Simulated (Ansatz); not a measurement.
**Sensitivity of the G0W0 gap of BaTiO3 (R3m)**

A base run on BaTiO3 (R3m), then changed inputs.

Main program and level: Ansatz 0.2.0; G0W0 on LDA, plane waves, PAW; PAW set soft_1.

Report form: the programs' logs are mostly left out.

## Step 1: The structure

The structure is trigonal, space group R3m (No. 160). The conventional cell has a = 5.655 Å, b = 5.655 Å, c = 6.955 Å, α = 90.00°, β = 90.00°, γ = 120.00°. Nearest to Ba lie 12 O at 2.79 to 2.89 Å. Ti has 6 O at 1.87 to 2.14 Å nearest. Nearest to O lie 2 Ti at 1.87 to 2.14 Å and 4 Ba at 2.79 to 2.89 Å. Farther neighbours and most contacts between anions are not listed.

The cell and positions come from the Crystallography Open Database and are kept as given unless a step says otherwise. Spin-orbit coupling is left out unless a step names it.

## Step 2: The base run: 4×4×4 mesh, 145 empty bands, screening to 100 eV, PAW set soft_1 files

Now the one-shot GW correction: screening in the RPA, then the self-energy of the levels asked for. This step takes PAW set soft_1 files.

input.yaml

```yaml
crystal:
  lattice:
    - [2.8273666084, 1.6323808724, 2.3183934932]
    - [-2.8273666084, 1.6323808724, 2.3183934932]
    - [0.0, -3.2647617449, 2.3183934932]
  atoms:
    - { symbol: Ba, position: [0.0, 0.0, 0.0] }
    - { symbol: Ti, position: [0.4845, 0.4845, 0.4845] }
    - { symbol: O, position: [0.5086, 0.5086, 0.0175] }
    - { symbol: O, position: [0.0175, 0.5086, 0.5086] }
    - { symbol: O, position: [0.5086, 0.0175, 0.5086] }
kpoints:
  mp_grid: { grid: [4, 4, 4] }
hamiltonian:
  xc: lda
  pseudopotentials: { kind: paw, azcp: { folder: soft_1 }, xc_functional: pbe }
scf:
  occupations: { method: fixed }
gw:
  n_empty_bands: 145
  ecut_chi: 100
  qp_bands: [v2, c2]
  qp_kpoints: band_edges
  screening: { model: contour_deformation }
```

Command:

```
$ ansatz run input.yaml --threads 3 --pin off --max-ram 92160MiB --backend cuda --events-out ev --progress --plain --runs-dir out --devices 1 --max-vram 13GiB
```

Wall time 15 s (1 × NVIDIA H100 80GB HBM3 (shared by 6 runs) with 3 threads of AMD EPYC 7R13 (Zen 3), shared host); peak memory 1.1 GiB; 17 s of CPU time.

This step gave:

* bands summed: 165
* RPA ε∞ on this mesh (eigenvalues): 5.436, 5.918, 5.918
* plane waves in the screening matrix: 147
* q-points in the mesh: 64
* G0W0 gap on the mesh: 4.093 eV
* k of the valence top: -0.5, -0.5, -0.5
* k of the conduction bottom: 0, 0, 0
* starting gap on the mesh: 2.354 eV
* Z at the valence top: 0.7264
* Z at the conduction bottom: 0.7446
* least direct G0W0 gap on the computed points: 4.392 eV

The gap on the mesh goes from 2.35 eV to 4.09 eV, a correction of +1.74 eV. Between the two edge states, bare exchange in place of the xc potential would open the gap by 12.50 eV, and correlation takes back 10.77 eV.

## Step 3: Variant: potentials

Other atomic data (norm-conserving) test the pseudisation: the cutoff goes from 420 to 1142.88 eV, with the same valence electrons.

This step: G0W0 on LDA, plane waves, norm-conserving pseudopotentials.

input.yaml, as its differences from that of step 2:

```diff
@@ -15,3 +15,3 @@
   xc: lda
-  pseudopotentials: { kind: paw, azcp: { folder: soft_1 }, xc_functional: pbe }
+  pseudopotentials: { kind: nc }
 scf:
```

Run time: 24 s. Hardware: 1 × NVIDIA H100 80GB HBM3 (shared by 6 runs) with 3 threads; peak memory 1.3 GiB.

The G0W0 gap on the mesh is 4.135 eV.

Against the base:

| setting | base | variant |
| --- | --- | --- |
| files | PAW set soft_1 | norm-conserving |

| quantity | variant | base |
| --- | --- | --- |
| starting gap on the mesh | 2.369 | 2.354 |
| G0W0 gap on the mesh | 4.135 | 4.093 |
| least direct G0W0 gap on the computed points | 4.445 | 4.392 |
| Z at the valence top | 0.727 | 0.726 |
| Z at the conduction bottom | 0.746 | 0.745 |

## Step 4: Variant: potentials

This step: G0W0 on LDA, plane waves, PAW.

input.yaml, as its differences from that of step 3:

```diff
@@ -15,3 +15,3 @@
   xc: lda
-  pseudopotentials: { kind: nc }
+  pseudopotentials: { kind: paw, source: ansatz }
 scf:
```

Run time: 22 s. Hardware: 1 × NVIDIA H100 80GB HBM3 (shared by 6 runs) with 3 threads; peak memory 1.3 GiB; 25 s of CPU time.

The G0W0 gap on the mesh is 4.086 eV.

Against the base:

| setting | base | variant |
| --- | --- | --- |
| files | PAW set soft_1 | hard PAW |

| quantity | variant | base |
| --- | --- | --- |
| starting gap on the mesh | 2.347 | 2.354 |
| G0W0 gap on the mesh | 4.086 | 4.093 |
| least direct G0W0 gap on the computed points | 4.394 | 4.392 |
| Z at the valence top | 0.726 | 0.726 |
| Z at the conduction bottom | 0.745 | 0.745 |

## Step 5: Variant: frequency model

A plasmon pole stands in for the full frequency dependence of the screening; this run shows what that costs in accuracy.

This step: G0W0 on LDA, plane waves, PAW; PAW set soft_1.

input.yaml, as its differences from that of step 4:

```diff
@@ -15,3 +15,3 @@
   xc: lda
-  pseudopotentials: { kind: paw, source: ansatz }
+  pseudopotentials: { kind: paw, azcp: { folder: soft_1 }, xc_functional: pbe }
 scf:
@@ -23,2 +23,2 @@
   qp_kpoints: band_edges
-  screening: { model: contour_deformation }
+  screening: { model: godby_needs }
```

Run time: 19 s. Hardware: 1 × NVIDIA H100 80GB HBM3 (shared by 6 runs) with 3 threads; peak memory 1.2 GiB.

The G0W0 gap on the mesh is 4.130 eV.

Against the base:

| setting | base | variant |
| --- | --- | --- |
| frequency model | contour deformation | plasmon pole |

| quantity | variant | base |
| --- | --- | --- |
| starting gap on the mesh | 2.354 | 2.354 |
| G0W0 gap on the mesh | 4.130 | 4.093 |
| least direct G0W0 gap on the computed points | 4.437 | 4.392 |
| Z at the valence top | 0.766 | 0.726 |
| Z at the conduction bottom | 0.781 | 0.745 |

## Step 6: Summary of results

```
base            : 4.09 eV, 15 s
potentials      : 4.14 eV, 24 s
potentials      : 4.09 eV, 22 s
frequency model : 4.13 eV, 19 s
```

Potentials: the gap moves by +0.04 eV (the plane-wave cutoff goes from 420 to 1142.88 eV). Potentials: the gap moves by −0.01 eV (the plane-wave cutoff goes from 420 to 930 eV). Frequency model: the gap moves by +0.04 eV. All runs here use a coarse mesh and modest cutoffs; they test settings and are not final values. The 4×4×4 mesh is coarse for this cell (its supercell is 16 Å along the shortest edge). The RPA ε∞ on it, from the LDA start, is 5.44 and 5.92; such meshes misread the long-range screening, most where the gap is narrow. The many-body steps are scalar-relativistic: spin-orbit coupling is not in them.

[Paths, hosts, dates, memory and timing lines, banners, echoed tables and standing remarks are left out of the program output.]

[Logs are printed without paths, hosts, clocks, repeated set-up lines and the standing remarks that a program may print on its own settings, such as how far it seeks lower states.]

[Runs of the session that timed out or met a known fault of the program may be left out.]

[Cells called generated may have been cut or substituted from an entry of the Crystallography Open Database or the Materials Project.]

[Hosts, paths, dates, database ids (printed as entryN), source tags and the programs' standing remarks are cut or masked in the printed files.]
